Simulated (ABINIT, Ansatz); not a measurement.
## A GW run on La2O3 (P-3m1) in ABINIT, with inputs changed

A base run on La2O3 (P-3m1), then changed inputs.

Calculated with ABINIT 10.8.3; PBE and many-body steps on it, plane waves.

Most raw output is cut from this account.

## 1. Starting point

The structure is trigonal, space group P-3m1 (No. 164). The conventional cell has a = 3.931 Å, b = 3.931 Å, c = 6.112 Å, α = 90.00°, β = 90.00°, γ = 120.00°. La has 7 O at 2.36 to 2.72 Å nearest. Nearest to O lie 4 La at 2.36 to 2.44 Å. O has 6 La at 2.72 Å nearest. Farther neighbours and most contacts between anions are not listed.

The cell and positions are those that the Materials Project relaxed with its own functionals (PBE, PBE+U or r2SCAN), kept fixed. Spin-orbit coupling is left out unless a step names it.

## 2. Screening, 3×3×2 mesh, 186 bands, screening to 176.9 eV

This step: ABINIT 10.8.3; RPA screening on PBE, plane waves, norm-conserving pseudopotentials.

The RPA dielectric matrix is built and inverted for each q.

Input file run.abi:

```
acell 3*1.0 Angstrom
rprim 
  3.930777878010 -0.000000000002 0.000000000000
  -1.965388939003 3.404153498992 0.000000000000
  0.000000000000 0.000000000000 6.111953520000
ntypat 2
znucl 57 8
natom 5
typat 1 1 2 2 2
xred 
  0.666666666667 0.333333333333 0.753764320000
  0.333333333333 0.666666666667 0.246235680000
  0.666666666667 0.333333333333 0.354109350000
  0.333333333333 0.666666666667 0.645890650000
  -0.000000000000 -0.000000000000 0.000000000000
pp_dirpath "pseudos"
pseudos "La.upf, O.upf"
ecut 50
ngkpt 3 3 2
nshiftk 1
shiftk 0 0 0
kptopt 1
chksymbreak 0
istwfk *1
occopt 1
irdwfk 1
optdriver 3
nband 186
ecuteps 6.5
inclvkb 2
awtr 1
symchi 1
indata_prefix "in"
outdata_prefix "out"
tmpdata_prefix "tmp"
```

Run with:

```bash
OMP_NUM_THREADS=1 mpirun -n 8 abinit run.abi > log
```

Wall time 19 s (8 MPI ranks of AMD EPYC 9R45, shared host); peak memory 2.6 GiB.

Numbers from this step:

```
ε∞ with local fields, on this mesh, along the program's q direction : 4.558
the same without local fields                                       : 4.954
plasma frequency                                                    : 25.97 eV
plane waves in the screening matrix                                 : 439
```

Local fields lower ε∞ by 8 %. On a Γ-centred mesh this coarse the value itself is usually too large, while a short band sum pulls it down.

## 3. Base

The self-energy is evaluated for the states that the input lists, and the levels follow from it, in one-shot runs by the linearised quasiparticle equation.

This step: G0W0 on PBE, plane waves, norm-conserving pseudopotentials.

run.abi, as its differences from that of step 2:

```diff
@@ -26,8 +26,19 @@
 irdwfk 1
-optdriver 3
+optdriver 4
 nband 186
+gwcalctyp 0
+ecutsigx 50
+symsigma 1
+nkptgw 3
+kptgw 
+  0.3333333333 0.0000000000 0.5000000000
+  0.3333333333 0.3333333333 0.0000000000
+  0.0000000000 0.0000000000 0.0000000000
+bdgw 
+  19 22
+  19 23
+  18 23
 ecuteps 6.5
-inclvkb 2
-awtr 1
-symchi 1
+irdscr 1
+ppmodel 1
 indata_prefix "in"
```

Run time: 18 s. Hardware: 8 MPI ranks; peak memory 2.3 GiB; 2.4 min of CPU time.

Numbers from this step:

```yaml
g0w0_gap_on_the_points_computed: 5.084 eV
starting_gap_on_the_mesh: 3.940 eV
k_of_the_valence_top: 0.3333, 0, 0.5
k_of_the_conduction_bottom: 0.3333, 0.3333, 0
z_at_the_valence_top: 0.771
z_at_the_conduction_bottom: 0.827
least_direct_g0w0_gap_on_the_computed_points: 5.144 eV
```

The gap on the mesh goes from 3.94 eV to 5.08 eV, a correction of +1.14 eV.

## 4. Scissors in G

run.abi, as its differences from that of step 3:

```diff
@@ -43,2 +43,3 @@
 ppmodel 1
+mbpt_sciss 0.5 eV
 indata_prefix "in"
```

Run time: 18 s. Hardware: 8 MPI ranks; peak memory 2.3 GiB; 2.4 min of CPU time.

Numbers from this step:

| Quantity | Value |
| --- | --- |
| G0W0 gap on the points computed | 5.141 eV |
| starting gap on the mesh | 3.940 eV |
| k of the valence top | 0.3333, 0, 0.5 |
| k of the conduction bottom | 0.3333, 0.3333, 0 |
| Z at the valence top | 0.772 |
| Z at the conduction bottom | 0.827 |
| least direct G0W0 gap on the computed points | 5.201 eV |

## 5. Screening cutoff above the file's

run.abi, as its differences from that of step 4:

```diff
@@ -40,6 +40,5 @@
   18 23
-ecuteps 6.5
+ecuteps 26
 irdscr 1
 ppmodel 1
-mbpt_sciss 0.5 eV
 indata_prefix "in"
```

Run time: 18 s. Hardware: 8 MPI ranks; peak memory 2.3 GiB; 2.4 min of CPU time.

The run ended normally, though the input holds a fault or crude settings.

The fault put into this input: screening cutoff above the file's. It printed a gap of 5.08 eV, the value of the sound run: the program fell back on what its files hold, so an unchanged gap is no proof of convergence.

## 6. Side by side

Times are wall times on 8 MPI ranks of AMD EPYC 9R45, shared host, good to a factor of about two. A run's time includes the screening step that it read.

```
          run   mesh  bands  screening cutoff (eV)  DFT gap (eV)  gap on the mesh (eV)  direct (eV)  ε∞ used  time
         base  3×3×2    186                  176.9         3.940                 5.084        5.144     4.56  37 s
scissors in G  3×3×2    186                  176.9         3.940                 5.141        5.201     4.56  37 s
```

## 7. Outcome

```
base          : 5.084 eV
scissors in G : 5.141 eV
known limits  : not at the basis limit; no spin-orbit coupling; coarse k mesh
```

What this shows: Scissors in G: +0.057 eV against base (keys changed: mbpt_sciss). Bands and cutoff are finite, so the gap is not at the basis limit. The miss can reach some tenths of an eV and take either sign; the mesh is an error of its own. In the G0W0 runs levels were corrected at 3 k points alone, so a gap called «on the mesh» is the least over those, and an edge elsewhere would be missed. A denser mesh or path gives a starting gap of 3.85 eV: the GW mesh misses a band edge, so its gaps are not the fundamental one. The 3×3×2 mesh is coarse for this cell, which bears on the long-range parts of exchange and screening. The many-body steps are scalar-relativistic: spin-orbit coupling is not in them.

[Paths, hosts, dates, memory and timing lines, banners, echoed tables and standing remarks are left out of the program output.]

[Logs are printed without paths, hosts, clocks, repeated set-up lines and the standing remarks that a program may print on its own settings, such as how far it seeks lower states.]

[Runs of the session that timed out or met a known fault of the program may be left out.]

[Hosts, paths, dates, database ids (printed as entryN), source tags and the programs' standing remarks are cut or masked in the printed files.]

[G0W0 gaps are taken among the corrected bands and points alone; a level outside them can change the order at an edge.]

[Where Ansatz stands beside ABINIT at settings called matched, ABINIT's density can come from a denser mesh and the files from another edition; pairs whose starting gaps differed by over 0.03 eV were left out, so agreement reads better than it is.]
